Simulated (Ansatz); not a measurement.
# TaN(320) slab (44 atoms): surface energy

What is the surface energy of this cell, counted against the bulk crystal, and how far does it hang on functional and mesh?

Calculated with Ansatz 0.2.0: Kohn-Sham DFT, PBE, PAW (set soft_2), plane waves; cutoff 420 eV, fermi-dirac smearing of 0.1 eV.

**The cells**

The cell holds 44 atoms: 22 N and 22 Ta. Its edges and angles: a = 4.420 Å, b = 8.269 Å, c = 27.872 Å, α = 90.0°, β = 90.0°, γ = 105.5°. It derives from TaN. The starting structure: Slab of TaN cut on (3 2 0), 12.9 Å thick, 1 x 1 surface cells, both faces free, 15 Å of vacuum; not relaxed. Lattice constants are starting values near those of PBE. Vacuum lies along c.

The bulk reference is Ta4N4 in a cell of 8 atoms, 10.794 Å³ an atom.

The input of the single point on the relaxed cell:

```yaml
crystal:
  lattice:
    - [4.42, 0.0, 0.0]
    - [-2.21, 7.96827, 0.0]
    - [0.0, 0.0, 27.87182]
  atoms:
    - { symbol: "N", position: [0.9346, 0.87493, 0.2679] }
    - { symbol: Ta, position: [0.42843, 0.86214, 0.27769] }
    - { symbol: Ta, position: [0.23194, 0.46967, 0.29362] }
    - { symbol: "N", position: [0.72719, 0.46051, 0.28825] }
    [... 38 atom lines left out ...]
    - { symbol: Ta, position: [0.37926, 0.75324, 0.72231] }
    - { symbol: "N", position: [0.87309, 0.74046, 0.7321] }
kpoints:
  mp_grid: { grid: [8, 5, 1] }
hamiltonian:
  xc: pbe
scf:
  occupations: { method: fermi_dirac, width: 0.1 }
output:
  forces: true
  populations: true
  dos:
    method: { smearing: { sigma: 0.08 } }
    de: 0.1
    projected: { site_lists: { "N": ["N"], Ta: [Ta] } }
  eigenvalues: true
  write_density: true
  write_potential: true
  volumetric_format: npy
```

| cell | formula | k-mesh | relaxation steps | gain on relaxing (eV) | free energy, PBE (eV) | time of its runs on this page |
| --- | --- | --- | --- | --- | --- | --- |
| TaN(320) slab | Ta22N22 | 8×5×1 (relaxed on 6×3×1) | 11 | 3.63 | -226988.346 | 67 s |
| bulk TaN | Ta4N4 | 12×12×12 | 1 | - | -41271.719 | 21 s |

**Surface energy**

The excess is the cell's free energy less 5.5 times that of the bulk cell. It is divided by twice the area, as the cell holds two faces, so the value is their mean, and they need not be alike (35.22 Å²), with 1 eV/Å² = 16.022 J/m².

```
           level  k-mesh  excess (eV)  surface energy (J/m²)  per area (meV/Å²)
             PBE   8×5×1        6.110                  1.390               86.7
PBE, denser mesh  11×6×1        6.128                  1.394               87.0
          PBEsol   8×5×1        8.325                  1.894              118.2
```

Worked for the first row at PBE: (-226988.346) − 5.5 × (-41271.719) = 6.110 eV (from unrounded energies).

Then 6.110 / (2 × 35.22) × 16.022 = 1.390 J/m².

**Neighbours**

Bonds by pair of elements; cutoffs follow the first minimum of g(r), held within bounds set by covalent radii, and pairs that aren't listed don't count as bonded:

```tsv
pair A-B	cutoff (Å)	bonds	mean length (Å)	spread (Å)	shortest (Å)	B about A	A about B
N-Ta	2.83	122	2.22	0.071	2.05	5.54	5.54
```

How many atoms have how many bonded neighbours:

```tsv
element	mean	4	5	6
N	5.54	4	2	16
Ta	5.54	4	2	16
```

**Findings**

At PBE the surface energy is 1.39 J/m². At the same geometries the levels give 1.39 (PBE) to 1.89 J/m² (PBEsol) and the denser mesh leaves it within 0.01 J/m². Relaxing the atoms lowered it by 0.826 J/m² from the start (on the 6×3×1 mesh of the relaxation), and the farthest atom moved 0.34 Å. By these cutoffs 6 of 22 N atoms differ from the commonest count of 6 and 6 of 22 Ta atoms differ from the commonest count of 6.

Limits: The cell edges were held, so the lattice is the typed one for every functional. Cell and bulk are sampled on unlike meshes, and the error grows with the number of atoms subtracted. These are free energies under a smearing of 0.1 eV, whose entropy term isn't removed. Spin–orbit coupling is left out, which matters for the levels of the heavy elements. In some runs the program notes that positions were snapped to a detected symmetry and the exchange-correlation potential is rough where the density is thin.

[Logs are printed without paths, hosts, clocks, repeated set-up lines and the standing remarks that a program may print on its own settings, such as how far it seeks lower states.]

[Hosts, paths, dates, database ids (printed as entryN), source tags and the programs' standing remarks are cut or masked in the printed files.]
